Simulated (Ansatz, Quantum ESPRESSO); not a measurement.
# Ru (001), hcp: a film clamped to its substrate

A thin film takes the in-plane lattice of its substrate and is free along the normal. How do the free axis and the stress follow the misfit? The strained cell has c along the film normal; unstrained it is a = 2.6897 Å, b = 2.6897 Å, c = 4.2519 Å, α = 90.00°, β = 90.00°, γ = 120.00°, with 2 atoms.

Calculated with Ansatz 0.2.0, PBEsol, PAW files of the set soft_1, cutoff 600 eV, Fermi–Dirac smearing 0.05 eV, k-mesh 18×18×10, no spin polarisation, no spin-orbit coupling.

Relaxed positions at 0 %:

```
atom       x       y       z
  Ru  0.3333  0.6667  0.7500
  Ru  0.6667  0.3333  0.2500
```

```
ε∥ (%)   a (Å)   c (Å)  ε⊥ (%)  σ (GPa, tension positive)
    −3  2.6090  4.3220   1.649                     −26.18
    −2  2.6359  4.2993   1.116                     −16.30
    −1  2.6628  4.2758   0.562                      −7.62
     0  2.6897  4.2519   0.000                       0.00
     2  2.7435  4.2044  −1.118                      12.69
     3  2.7704  4.1812  −1.664                      17.95
```

**Question.** Fit both responses and give the free strain and the stress at +1 %, a row left out above.

Least squares with y = y0 + y1 ε + y2 ε² (ε in %) gives ε⊥ = 0.004 + (−0.5543) ε + (−0.0013) ε² and σ = 0.07 + (7.318) ε + (−0.465) ε² GPa. The linear terms put the ratio of free to applied strain at −0.554 and the biaxial modulus at 732 GPa.

At +1 % the free strain comes out as −0.551 %. The run itself gives −0.572 %, so the estimate misses by 0.021 %, more than the largest misfit of the fitted rows (0.008 %).

The stress comes out as 6.92 GPa. The run itself gives 6.69 GPa, so the estimate misses by 0.23 GPa, more than the largest misfit of the fitted rows (0.16 GPa).

With c as the unique axis, zero normal stress gives ε⊥/ε∥ = −2C13/C33 for relaxed atoms, so 2C13/C33 is about 0.55.

The negative ε² term means that the crystal stiffens in compression and softens in tension.

The same fit over all rows at other levels or in other programs gives the strain ratio = −0.556 with PBEsol (Quantum ESPRESSO, PseudoDojo), −0.554 with PBEsol (Quantum ESPRESSO, GBRV) and −0.534 with LDA (Quantum ESPRESSO, GBRV).

[Logs are printed without paths, hosts, clocks, repeated set-up lines and the standing remarks that a program may print on its own settings, such as how far it seeks lower states.]
